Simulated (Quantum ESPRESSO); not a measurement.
# MnO (Manganosite): a ladder in cutoff, mesh and threshold together, part 2 of 2

Wanted: the cheapest choice of cutoff, mesh and threshold together that holds the magnetic results of MnO (Manganosite).

Quantum ESPRESSO 7.5; PBEsol with U = 4 eV on Mn d (ortho-atomic projectors); plane waves with GBRV 1.5 PBEsol potentials, no spin-orbit coupling (settings of the first rung).

So far, largest spin moment in the atom's sphere (μB): step 2 (rung 1, start ferro +) 4.32; step 3 (rung 1, start antiferro q=(0,1/2,1/2) +-) 4.31; step 4 (rung 2, start ferro +) 4.28; step 5 (rung 2, start antiferro q=(0,1/2,1/2) +-) 4.27; step 6 (rung 3, start ferro +) 4.28.

## 7. Rung 3, start antiferro q=(0,1/2,1/2) +-

File pw.in:

```
&CONTROL
  calculation = 'scf'
  prefix = 'pwscf'
  outdir = './tmp'
  pseudo_dir = './pseudo'
  disk_io = 'nowf'
/
&SYSTEM
  ibrav = 0
  celldm(1) = 8
  nat = 4
  ntyp = 3
  ecutwfc = 40
  ecutrho = 280
  nbnd = 30
  occupations = 'smearing'
  smearing = 'fd'
  degauss = 0.00367493
  nspin = 2
  starting_magnetization(1) = 0.3
  starting_magnetization(2) = -0.3
  starting_magnetization(3) = 0
/
&ELECTRONS
  conv_thr = 8d-09
  electron_maxstep = 150
  mixing_beta = 0.3
/
ATOMIC_SPECIES
Mn1    54.9380 mn_pbesol_v1.5.uspp.F.UPF
Mn2    54.9380 mn_pbesol_v1.5.uspp.F.UPF
O      15.9990 o_pbesol_v1.2.uspp.F.UPF
CELL_PARAMETERS alat
   0.0000000000000    0.5251076468804    0.5251076468804
   1.0502152937608    0.0000000000000    1.0502152937608
   1.0502152937608    0.5251076468804    0.5251076468804
ATOMIC_POSITIONS crystal
Mn1     0.0000000000    0.0000000000    0.0000000000
Mn2     0.0000000000    0.5000000000    0.0000000000
O       0.5000000000    0.0000000000    0.5000000000
O       0.5000000000    0.5000000000    0.5000000000
K_POINTS automatic
8 4 8 0 0 0
HUBBARD {ortho-atomic}
U Mn1-3d 4.0000
U Mn2-3d 4.0000
```

On the command line:

```sh
$ OMP_NUM_THREADS=1 mpirun -n 2 pw.x -nk 2 -in pw.in > pw.out
```

The log of the run:

```text
     [... lines left out ...]
Program PWSCF v.7.5 starts
     [... lines left out ...]
     number of atoms/cell      =            4
     [... lines left out ...]
     number of electrons       =        42.00
     number of Kohn-Sham states=           30
     kinetic-energy cutoff     =      40.0000  Ry
     charge density cutoff     =     280.0000  Ry
     scf convergence threshold =      8.0E-09
     [... lines left out ...]
     16 Sym. Ops., with inversion, found
     [... lines left out ...]
     number of k points=    39  Fermi-Dirac smearing, width (Ry)=  0.0037
     [... lines left out ...]
     iteration # 12     ecut=    40.00 Ry     beta= 0.30
     [... lines left out ...]
     Magnetic moment per site  (integrated on atomic sphere of radius R)
     atom   1 (R=0.217)  charge= 12.5683  magn=  4.2690
     atom   2 (R=0.217)  charge= 12.5683  magn= -4.2690
     atom   3 (R=0.217)  charge=  5.9602  magn= -0.0595
     atom   4 (R=0.217)  charge=  5.9602  magn=  0.0595
     [... lines left out ...]
     Tr[ns(  1)] (up, down, total) =   4.96172  0.25614  5.21785
     [... lines left out ...]
     Tr[ns(  2)] (up, down, total) =   0.25614  4.96172  5.21785
     [... lines left out ...]
     the Fermi energy is    12.9728 ev
!    total energy              =    -486.57279384 Ry
     estimated scf accuracy    <          9.3E-10 Ry
     smearing contrib. (-TS)   =      -0.00000304 Ry
     [... lines left out ...]
     total magnetization       =     0.00 Bohr mag/cell
     absolute magnetization    =     9.67 Bohr mag/cell
     convergence has been achieved in  12 iterations
```

Run time: 51 s. Hardware: 2 MPI ranks of Arm Neoverse V1, shared host; peak memory 0.27 GiB.

Numbers from this step:

| Property | Result |
| --- | --- |
| magnetization | 0 μB |
| final state | antiferromagnetic |
| largest moment | 4.269 μB |

## 8. Rung 4, start ferro +

File pw.in:

```
&CONTROL
  calculation = 'scf'
  prefix = 'pwscf'
  outdir = './tmp'
  pseudo_dir = './pseudo'
  disk_io = 'nowf'
/
&SYSTEM
  ibrav = 0
  celldm(1) = 8
  nat = 2
  ntyp = 2
  ecutwfc = 52
  ecutrho = 364
  nbnd = 19
  occupations = 'smearing'
  smearing = 'fd'
  degauss = 0.00367493
  nspin = 2
  starting_magnetization(1) = 0.3
  starting_magnetization(2) = 0
/
&ELECTRONS
  conv_thr = 2d-10
  electron_maxstep = 150
  mixing_beta = 0.3
/
ATOMIC_SPECIES
Mn     54.9380 mn_pbesol_v1.5.uspp.F.UPF
O      15.9990 o_pbesol_v1.2.uspp.F.UPF
CELL_PARAMETERS alat
   0.0000000000000    0.5251076468804    0.5251076468804
   0.5251076468804    0.0000000000000    0.5251076468804
   0.5251076468804    0.5251076468804    0.0000000000000
ATOMIC_POSITIONS crystal
Mn      0.0000000000    0.0000000000    0.0000000000
O       0.5000000000    0.5000000000    0.5000000000
K_POINTS automatic
10 10 10 0 0 0
HUBBARD {ortho-atomic}
U Mn-3d 4.0000
```

The log of the run:

```text
     [... lines left out ...]
Program PWSCF v.7.5 starts
     [... lines left out ...]
     number of atoms/cell      =            2
     [... lines left out ...]
     number of electrons       =        21.00
     number of Kohn-Sham states=           19
     kinetic-energy cutoff     =      52.0000  Ry
     charge density cutoff     =     364.0000  Ry
     scf convergence threshold =      2.0E-10
     [... lines left out ...]
     48 Sym. Ops., with inversion, found
     [... lines left out ...]
     number of k points=    47  Fermi-Dirac smearing, width (Ry)=  0.0037
     [... lines left out ...]
     iteration # 11     ecut=    52.00 Ry     beta= 0.30
     [... lines left out ...]
     Magnetic moment per site  (integrated on atomic sphere of radius R)
     atom   1 (R=0.217)  charge= 12.5756  magn=  4.2807
     atom   2 (R=0.217)  charge=  5.9603  magn=  0.1786
     [... lines left out ...]
     Tr[ns(  1)] (up, down, total) =   4.96980  0.25090  5.22070
     [... lines left out ...]
     the Fermi energy is    12.7524 ev
!    total energy              =    -243.28358078 Ry
     estimated scf accuracy    <          5.7E-11 Ry
     smearing contrib. (-TS)   =      -0.00001813 Ry
     [... lines left out ...]
     total magnetization       =     5.00 Bohr mag/cell
     absolute magnetization    =     5.00 Bohr mag/cell
     convergence has been achieved in  11 iterations
```

Elapsed: 18 s, on 2 MPI ranks; peak memory 0.2 GiB.

This step gave:

| Quantity | Value |
| --- | --- |
| magnetization | 5 μB |
| final state | ferromagnetic |
| largest moment | 4.281 μB |

## 9. Rung 4, start antiferro q=(0,1/2,1/2) +-

File pw.in:

```
&CONTROL
  calculation = 'scf'
  prefix = 'pwscf'
  outdir = './tmp'
  pseudo_dir = './pseudo'
  disk_io = 'nowf'
/
&SYSTEM
  ibrav = 0
  celldm(1) = 8
  nat = 4
  ntyp = 3
  ecutwfc = 52
  ecutrho = 364
  nbnd = 30
  occupations = 'smearing'
  smearing = 'fd'
  degauss = 0.00367493
  nspin = 2
  starting_magnetization(1) = 0.3
  starting_magnetization(2) = -0.3
  starting_magnetization(3) = 0
/
&ELECTRONS
  conv_thr = 4d-10
  electron_maxstep = 150
  mixing_beta = 0.3
/
ATOMIC_SPECIES
Mn1    54.9380 mn_pbesol_v1.5.uspp.F.UPF
Mn2    54.9380 mn_pbesol_v1.5.uspp.F.UPF
O      15.9990 o_pbesol_v1.2.uspp.F.UPF
CELL_PARAMETERS alat
   0.0000000000000    0.5251076468804    0.5251076468804
   1.0502152937608    0.0000000000000    1.0502152937608
   1.0502152937608    0.5251076468804    0.5251076468804
ATOMIC_POSITIONS crystal
Mn1     0.0000000000    0.0000000000    0.0000000000
Mn2     0.0000000000    0.5000000000    0.0000000000
O       0.5000000000    0.0000000000    0.5000000000
O       0.5000000000    0.5000000000    0.5000000000
K_POINTS automatic
10 5 10 0 0 0
HUBBARD {ortho-atomic}
U Mn1-3d 4.0000
U Mn2-3d 4.0000
```

The log of the run:

```text
     [... lines left out ...]
Program PWSCF v.7.5 starts
     [... lines left out ...]
     number of atoms/cell      =            4
     [... lines left out ...]
     number of electrons       =        42.00
     number of Kohn-Sham states=           30
     kinetic-energy cutoff     =      52.0000  Ry
     charge density cutoff     =     364.0000  Ry
     scf convergence threshold =      4.0E-10
     [... lines left out ...]
     16 Sym. Ops., with inversion, found
     [... lines left out ...]
     number of k points=    63  Fermi-Dirac smearing, width (Ry)=  0.0037
     [... lines left out ...]
     iteration # 13     ecut=    52.00 Ry     beta= 0.30
     [... lines left out ...]
     Magnetic moment per site  (integrated on atomic sphere of radius R)
     atom   1 (R=0.217)  charge= 12.5681  magn=  4.2689
     atom   2 (R=0.217)  charge= 12.5682  magn= -4.2689
     atom   3 (R=0.217)  charge=  5.9604  magn= -0.0595
     atom   4 (R=0.217)  charge=  5.9605  magn=  0.0595
     [... lines left out ...]
     Tr[ns(  1)] (up, down, total) =   4.96177  0.25614  5.21791
     [... lines left out ...]
     Tr[ns(  2)] (up, down, total) =   0.25614  4.96177  5.21791
     [... lines left out ...]
     the Fermi energy is    12.9768 ev
!    total energy              =    -486.57481424 Ry
     estimated scf accuracy    <          1.0E-10 Ry
     smearing contrib. (-TS)   =      -0.00000176 Ry
     [... lines left out ...]
     total magnetization       =     0.00 Bohr mag/cell
     absolute magnetization    =     9.67 Bohr mag/cell
     convergence has been achieved in  13 iterations
```

Wall time 2.2 min (2 MPI ranks); peak memory 0.48 GiB; 4.4 min of CPU time.

Numbers from this step:

- magnetization: 0 μB
- final state: antiferromagnetic
- largest moment: 4.269 μB

## 10. The rungs together

Ladder, by row:

```tsv
rung	cutoff (eV)	mesh	state from the first start	state from the second start	second less first (meV a seeded atom)	moment, first (μB)	moment, second (μB)	CPU time (s)
1	299	4x4x4	ferromagnetic	antiferromagnetic	-58.43	4.321	4.307	13.66
2	408	6x6x6	ferromagnetic	antiferromagnetic	-50.59	4.283	4.272	41.71
3	544	8x8x8	ferromagnetic	antiferromagnetic	-51.96	4.281	4.269	117.7
4	707	10x10x10	ferromagnetic	antiferromagnetic	-52.06	4.281	4.269	297.2
```

## 11. Summary of results

```
range of the largest moment, first start             : 4.28 to 4.32 μB; second start 4.27 to 4.31 μB
range of CPU time                                    : 14 s to 5 min
range of the energy difference                       : -58.4 to -50.6 meV a seeded atom
first rung that agrees with the last (margins below) : 2
```

From rung 2 on the states are those of the last rung, the moments stay within 0.05 μB of it and the difference within 2.6 meV; rung 2 took 14 % of its CPU time.

[Logs and program files are shortened in this print: banners, set-up blocks, solver, clock and traceback lines can be left out without a mark of their own.]

[Logs are printed without paths, hosts, clocks, repeated set-up lines and the standing remarks that a program may print on its own settings, such as how far it seeks lower states.]

[Hosts, paths, dates, database ids (printed as entryN), source tags and the programs' standing remarks are cut or masked in the printed files.]

[Where a cell is said to come from a database of computed structures, the database is the Materials Project.]
